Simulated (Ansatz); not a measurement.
Bi2Se3 (Guanajuatite), computed twice by G0W0.

Symmetry: Pnma, No. 62, orthorhombic system. The conventional cell has a = 11.830 Å, b = 4.090 Å, c = 11.620 Å, α = 90.00°, β = 90.00°, γ = 90.00°. Nearest to Bi lie 7 Se at 2.79 to 3.53 Å. Nearest to Bi lie 7 Se at 2.72 to 3.47 Å. Se has 5 Bi at 2.79 to 3.47 Å nearest. Se has 4 Bi at 2.84 to 3.53 Å nearest. Nearest to Se lie 5 Bi at 2.72 to 3.16 Å. Farther neighbours and most contacts between anions are not listed.

```
Bi Se
1.0
    11.83000    0.00000    0.00000
     0.00000    4.09000    0.00000
     0.00000    0.00000   11.62000
Bi Se
8 12
Direct
  0.51424 0.25000 0.17150
  0.98576 0.75000 0.67150
  0.01424 0.25000 0.32850
  0.48576 0.75000 0.82850
  0.65572 0.75000 0.46143
  0.84428 0.25000 0.96143
  0.15572 0.75000 0.03857
  0.34428 0.25000 0.53857
  0.62581 0.75000 0.05357
  0.87419 0.25000 0.55357
  0.12581 0.75000 0.44643
  0.37419 0.25000 0.94643
  0.71687 0.25000 0.30269
  0.78313 0.75000 0.80269
  0.21687 0.25000 0.19731
  0.28313 0.75000 0.69731
  0.44549 0.75000 0.36724
  0.05451 0.25000 0.86724
  0.94549 0.75000 0.13276
  0.55451 0.25000 0.63276
```

Geometry: measured cell, ions relaxed with r2SCAN. This is not the form that Bi2Se3 usually takes at ambient conditions. The runs that relaxed it are not among those shown. Spin-orbit coupling is left out unless a run names it.

The first (Ansatz 0.2.0; start r2SCAN, 2×4×2 mesh, 1472 empty bands, screening to 110 eV, hard PAW files; 1 × NVIDIA GB200 (shared by 2 runs) with 16 threads of Arm Neoverse V2, shared host) gave, on its mesh: starting gap 1.34 eV, G0W0 gap 1.47 eV, RPA ε∞ (mean) 13.74, 3.2 min.

The second gave: starting gap 1.34 eV, G0W0 gap 1.51 eV, RPA ε∞ (mean) 13.74, 12 min.

What was changed in the input? Choose among start, files, mesh, bands and cutoff, frequency model or another key.

Changed: empty bands from 1472 to 2829 and screening cutoff (eV) from 110.0 to 170.0. The starting gap stayed, which rules out the functional and points to the GW step. Other changes could give like numbers; this is the one that was made.

Limits: not at the basis limit; no spin-orbit coupling; coarse k mesh.

[Paths, hosts, dates, memory and timing lines, banners, echoed tables and standing remarks are left out of the program output.]

[Logs are printed without paths, hosts, clocks, repeated set-up lines and the standing remarks that a program may print on its own settings, such as how far it seeks lower states.]

[Runs of the session that timed out or met a known fault of the program may be left out.]

[Cells called generated may have been cut or substituted from an entry of the Crystallography Open Database or the Materials Project.]

[Hosts, paths, dates, database ids (printed as entryN), source tags and the programs' standing remarks are cut or masked in the printed files.]
